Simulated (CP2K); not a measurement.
Two runs for the C K edge of borylacetylene. Run A: CP2K XAS_TDP, all-electron GAPW, PBEh(45%), aug-cc-pVTZ, TDA, no relativity. Run B differs in one setting.

First lines with a strength over 0.0015. A:

| atom | energy (eV) | states | strength, one atom |
| --- | --- | --- | --- |
| C2 (bonded to B and C) | 279.78 | 1 | 0.0106 |
|  | 281.13 | 1 | 0.0553 |
|  | 283.15 | 1 | 0.0468 |
|  | 285.58 | 1 | 0.0032 |
|  | 286.47 | 1 | 0.0017 |
| C3 (bonded to C and H) | 279.73 | 1 | 0.0516 |
|  | 282.05 | 1 | 0.0465 |
|  | 284.35 | 1 | 0.0087 |
|  | 285.07 | 1 | 0.0040 |
|  | 285.62 | 1 | 0.0050 |

B:

| atom | energy (eV) | states | strength, one atom |
| --- | --- | --- | --- |
| C2 (bonded to B and C) | 284.25 | 1 | 0.0105 |
|  | 285.61 | 1 | 0.0544 |
|  | 287.63 | 1 | 0.0461 |
|  | 290.06 | 1 | 0.0032 |
|  | 290.95 | 1 | 0.0017 |
| C3 (bonded to C and H) | 284.00 | 1 | 0.0508 |
|  | 286.33 | 1 | 0.0458 |
|  | 288.63 | 1 | 0.0086 |
|  | 289.34 | 1 | 0.0040 |
|  | 289.89 | 1 | 0.0049 |

Which was it: scalar relativity switched on, GW2X switched on, the functional, the basis?

GW2X switched on. GW2X shifts an atom's lines together and keeps their spacings. Against PBEh(45%) in aug-cc-pVTZ, the leading lines move by +4.48 eV (C2, to 285.61) and +4.27 eV (C3, to 284.00).

[Hosts, paths, dates, database ids (printed as entryN), source tags and the programs' standing remarks are cut or masked in the printed files.]
